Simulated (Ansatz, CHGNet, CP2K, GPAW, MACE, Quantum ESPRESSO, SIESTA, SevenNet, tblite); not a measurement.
## Running random packing of B74C26 (at. %) (103 atoms) with tblite

Aim: run random packing of B74C26 (at. %) (103 atoms) in tblite and see how near its forces come to a plane-wave reference, and at what cost.

Calculated with tblite 0.8.0; the method is named at each step.

## Step 1: The starting structure

The cell holds 103 atoms: 76 B and 27 C. Its edges and angles: a = 9.542 Å, b = 9.542 Å, c = 9.542 Å, α = 90.0°, β = 90.0°, γ = 90.0°. 103 atoms (76 B, 27 C) packed at random in a cube at 2.19 g/cm³ and pushed apart as soft spheres; a start for melting by ab initio MD, not an equilibrated structure. Then every atom was moved at random, 0.05 Å r.m.s. a Cartesian component.

The yardstick, on the same geometry:

* method: Kohn-Sham DFT, PBE, PAW, plane waves (Ansatz 0.2.0); cutoff 420 eV, Γ point, fermi-dirac smearing of 0.05 eV; PAW set soft_2
* r.m.s. force component: 1.347 eV/Å
* longest force: 5.655 eV/Å
* pressure: -21.56 GPa
* SCF cycles: 8
* time: 14 s on 4 threads of Arm Neoverse N1, shared host
* CPU time: 52 s

## Step 2: GFN1-xTB

Method: GFN1-xTB tight binding, diagonalisation.

run.py reads:

```python
import numpy as np
from ase.io import read
from tblite.ase import TBLite

atoms = read("structure.xyz")
atoms.calc = TBLite(method="GFN1-xTB", electronic_temperature=580, accuracy=1.0, max_iterations=250, mixer_damping=0.1, verbosity=1)
energy = atoms.get_potential_energy()
forces = atoms.get_forces()
print(f"energy {energy:.6f} eV")
print("forces (eV/A)")
for i, (a, f) in enumerate(zip(atoms, forces)):
    print(f"{i:4d} {a.symbol:2s} {f[0]:10.5f} {f[1]:10.5f} {f[2]:10.5f}")
stress = -atoms.get_stress(voigt=False) * 160.21766
print("stress (GPa, compression positive)")
for row in stress:
    print(" ".join(f"{x:10.4f}" for x in row))
print("charges (e)")
print(np.array2string(atoms.get_charges(), precision=4, suppress_small=True, max_line_width=110, threshold=100000))
```

structure.xyz reads:

```xyz
103
Lattice="9.54210 0.00000 0.00000 0.00000 9.54210 0.00000 0.00000 0.00000 9.54210" Properties=species:S:1:pos:R:3 pbc="T T T"
B 4.60826 4.75273 1.51424
B 6.40323 0.45621 0.91785
B 6.95810 5.76839 1.45507
B 5.74692 6.87270 2.34640
B 8.13932 0.83932 8.72320
B 3.68325 9.34925 8.98255
B 0.46833 1.51252 3.19508
B 2.57179 6.16735 1.05564
B 1.65059 1.48084 0.08168
B 6.48624 1.23599 3.73096
B 5.48509 0.31479 6.85371
B 2.45117 4.77086 4.94395
B 3.81903 0.18989 1.93304
B 4.43708 2.05002 3.31349
B 8.76308 3.12704 9.20927
B 2.78601 5.25493 2.81158
B 7.77481 9.04200 5.69062
B 9.24248 4.62506 4.22352
B 3.46626 6.23920 6.78004
B 7.43616 2.98811 8.03464
B 8.42472 1.75718 0.76241
B 3.66006 2.72589 9.14419
B 5.38060 3.27284 2.71893
B 4.00005 6.66678 2.38543
B 1.82550 3.06445 5.09023
B 0.53197 7.36297 3.14641
B 1.94907 2.70614 7.01115
B 2.07083 6.88548 8.29399
B 4.36246 5.40598 4.97315
B 2.30098 1.14248 2.42856
B 8.70383 3.99671 7.68483
B 4.23717 1.37072 8.06832
B 2.58114 4.89767 6.71678
B 8.45401 7.18472 0.45001
B 1.19314 0.04685 3.42361
B 0.43751 1.08914 5.54615
B 2.66902 7.70191 2.08924
B 6.90552 3.82495 4.52830
B 7.44656 5.91820 6.95333
B 4.20492 2.59717 1.36805
B 1.97187 6.96344 6.16649
B 2.08428 8.75908 4.59109
B 6.32947 4.88069 6.37851
B 2.45871 4.60282 9.03169
B 0.49218 2.45785 1.37664
B 7.76765 2.57589 3.42638
B 8.65898 7.88826 4.16608
B 1.73494 8.47997 7.91584
B 9.09744 3.58907 1.75021
B 0.74486 4.10148 8.81041
B 8.57367 8.77005 2.46272
B 0.99505 5.11409 3.08363
B 0.44209 8.77549 8.82606
B 5.26552 1.97684 6.40991
B 4.88059 0.87358 0.11880
B 1.56214 4.77725 1.11251
[... 43 atom lines left out ...]
C 6.85943 7.08949 8.08235
C 1.80556 0.30182 6.99216
C 0.65917 7.66832 5.38022
C 5.29090 5.04205 3.42351
```

Launch:

```bash
OMP_NUM_THREADS=1 python run.py > output.txt
```

Log:

```text
------------------------------------------------------------
  cycle        total energy    energy error   density error
------------------------------------------------------------
      1     -156.9076330364  -1.5743043E+02   7.9095352E-01
      2     -158.2630944145  -1.3554614E+00   6.9291991E-01
      3     -156.9566767387   1.3064177E+00   5.5566616E-01
      4     -157.7602973075  -8.0362057E-01   2.5011756E-01
      5     -158.3402893627  -5.7999206E-01   1.0678996E-01
      6     -158.7379158342  -3.9762647E-01   5.2489271E-02
      7     -158.8260913453  -8.8175511E-02   1.7471987E-02
      8     -158.8301618982  -4.0705528E-03   1.0827581E-02
      9     -158.8321294327  -1.9675345E-03   6.5954775E-03
     10     -158.8335325971  -1.4031645E-03   3.1822816E-03
     11     -158.8335779897  -4.5392540E-05   1.9998632E-03
     12     -158.8336759712  -9.7981503E-05   1.2212702E-03
     13     -158.8336846765  -8.7053093E-06   7.0221062E-04
     14     -158.8336863142  -1.6377146E-06   5.2636595E-04
     15     -158.8336881949  -1.8807520E-06   3.5307763E-04
     16     -158.8336887748  -5.7983672E-07   1.9624868E-04
     17     -158.8336887842  -9.4630366E-09   1.1590453E-04
     18     -158.8336889811  -1.9684194E-07   5.5504479E-05
     19     -158.8336890214  -4.0263956E-08   2.5870348E-05
     20     -158.8336890304  -9.0966523E-09   1.3007411E-05
------------------------------------------------------------
 total:                                   3.969 sec
energy -4322.084826 eV
forces (eV/A)
   0 B     0.05671    0.59441    0.46420
   1 B    -2.67964    2.21252    0.45895
   2 B    -0.60026   -0.72476   -0.35327
   3 B     2.02350   -2.75298    0.79112
   4 B     0.05389   -1.09159   -0.98484
   5 B     0.77947    0.30806   -0.99673
   6 B    -0.23058    2.03033   -1.17109
   7 B     0.52381    1.04090   -1.88779
   8 B    -0.78572    0.67365    1.07546
   9 B    -0.55012   -1.71527   -0.59074
  10 B    -0.12199    0.76981    1.40924
  11 B     1.24763   -0.04024    0.11591
  12 B     0.52941   -1.02086    1.24566
  13 B    -0.58941    1.24899    3.24780
  14 B     1.45401   -0.81912    0.05528
  15 B     0.50725    0.79661   -0.99590
  16 B    -0.57035   -3.89665    0.73379
  17 B    -1.80307    2.16095    1.02716
  18 B     2.51581   -0.71072    2.35707
  19 B    -2.79457   -0.38088    0.84566
  20 B     0.39385   -2.06000   -1.08198
  21 B    -0.49714   -0.03487   -1.19378
  22 B     0.19195    1.83598    0.50761
  23 B    -0.85754    0.19374    1.35679
[...]
95 C    -0.00537    0.77199    1.74593
  96 C     1.43179    3.53681   -1.72749
  97 C     3.52851    2.37829   -0.11314
  98 C     1.38716   -0.37740    0.96611
  99 C     1.02199    2.84673   -3.25564
 100 C    -0.01466   -0.67317   -1.71296
 101 C     0.89544   -4.02462   -0.02603
 102 C     0.26471   -2.22406    1.47593
stress (GPa, compression positive)
  -13.2046     4.3039     1.2946
    4.3039   -15.1913     6.0718
    1.2946     6.0718   -20.1647
charges (e)
[ 0.0517  0.045   0.0165  0.0601  0.0764  0.0122  0.0585  0.0918 -0.0082  0.0415  0.0209  0.0652  0.0303
  0.0968  0.1398  0.0862  0.0372 -0.0198  0.0956  0.0427  0.0046 -0.0182  0.0876  0.079   0.0273  0.0543
  0.1219  0.037   0.0468  0.1343  0.1113  0.0612  0.028   0.0014 -0.0094  0.103  -0.0696 -0.0033  0.0262
  0.0901  0.2232  0.1248  0.0326  0.0093 -0.0689  0.0107  0.0815 -0.0317  0.0428  0.0549  0.0846  0.0678
  0.1072  0.0636  0.0572  0.14   -0.016   0.0192 -0.1094  0.0782 -0.0563  0.0469  0.0997  0.0315  0.0545
  0.0736  0.1098  0.122  -0.0553  0.119   0.117  -0.0009  0.0862 -0.0842  0.0623 -0.0045 -0.0932 -0.0137
 -0.0183 -0.2083 -0.1641 -0.2314 -0.1045 -0.1499 -0.0992 -0.1038 -0.1401 -0.2009 -0.1196 -0.0869 -0.0612
 -0.0853 -0.1817 -0.0978 -0.1389 -0.1177 -0.2281 -0.2111 -0.0894 -0.1622 -0.1912 -0.1639 -0.1844]
```

The job ended after 4.8 s (1 thread of Arm Neoverse N1, shared host; peak memory 0.11 GiB).

Banners, paths, timers and routine set-up lines are dropped from the logs unmarked, and long logs keep their key lines alone; longer cuts are marked.

Numbers from this run, and their distance from the reference:

| Item | Value |
| --- | --- |
| r.m.s. force component | 1.57 eV/Å |
| r.m.s. difference of force components | 688.2 meV/Å |
| longest difference of force vectors | 2929 meV/Å |
| force difference over r.m.s. force | 51.08 % |
| slope of forces against the reference's | 1.049 |
| correlation of force components | 0.8998 |
| pressure | -16.19 GPa |
| pressure difference | 5.369 GPa |

Length of the force difference by element (eV/Å):

| element | atoms | mean | most |
| --- | --- | --- | --- |
| B | 76 | 1.00 | 2.0 |
| C | 27 | 1.3 | 2.9 |

Local excerpt of 11 atoms (numbers count through the whole input) about B32, picked at random; x, y, z are measured from there.

| atom | x | y | z | distance (Å) | Mulliken charge (e) | Fx | Fy | Fz (eV/Å) |
| --- | --- | --- | --- | --- | --- | --- | --- | --- |
| B32 | 0.00 | 0.00 | 0.00 | 0.00 | 0.06 | -0.09 | 0.26 | 0.77 |
| B55 | 0.64 | -0.50 | 1.59 | 1.79 | 0.06 | -0.09 | -1.75 | 0.37 |
| B22 | -0.58 | 1.36 | 1.08 | 1.82 | -0.02 | -0.50 | -0.03 | -1.19 |
| B6 | -0.55 | -1.56 | 0.91 | 1.89 | 0.01 | 0.78 | 0.31 | -1.00 |
| B11 | 1.25 | -1.06 | -1.21 | 2.04 | 0.02 | -0.12 | 0.77 | 1.41 |
| B54 | 1.03 | 0.61 | -1.66 | 2.04 | 0.06 | -0.62 | 2.30 | 1.67 |
| C81 | 0.03 | 2.01 | -0.79 | 2.16 | -0.16 | -1.29 | -3.12 | 1.12 |
| B73 | -0.33 | -2.19 | -1.78 | 2.84 | 0.09 | 1.21 | 1.07 | -0.80 |
| B27 | -2.29 | 1.34 | -1.06 | 2.85 | 0.12 | -1.62 | -1.43 | -0.41 |
| B65 | 2.54 | -1.32 | 0.00 | 2.86 | 0.05 | -0.22 | -0.03 | 0.06 |
| C101 | -2.43 | -1.07 | -1.08 | 2.87 | -0.19 | -0.01 | -0.67 | -1.71 |

Atoms are counted from 1 here, from 0 in the log.

Forces lie 51 % from the reference's, at 0.092 times its CPU time (on 1 against 4 cores).

## Step 3: Results

```
force difference from the reference : tblite GFN1-xTB, 51 %
its CPU time                        : 4.8 s
```

In words: Tight binding differs by 51 % (tblite GFN1-xTB); it is another model, with fitted parameters of its own, and the xTB methods hold dispersion. One electronic-structure run takes under half the reference's CPU time: tblite GFN1-xTB, at 51 % in 4.8 s against 52 s; its pressure misses by +5.4 GPa. Periodic xTB results under one method name differ between programs and library versions. The reference's stress is far from hydrostatic: its diagonal is -18.2, -20.8, -25.7 GPa, compression counted positive. The reference's pressure of -22 GPa says that the cell would shrink at this level of theory. The electronic-structure runs sample only Γ, in a cell whose shortest periodic width is 10 Å, which is coarse for a cell with partly filled levels.

[Also dropped from logs without a mark: logging warnings of Python, and SIESTA's first energy breakdown and zero terms.]

[Logs are printed without paths, hosts, clocks, repeated set-up lines and the standing remarks that a program may print on its own settings, such as how far it seeks lower states.]

[Hosts, paths, dates, database ids (printed as entryN), source tags and the programs' standing remarks are cut or masked in the printed files.]
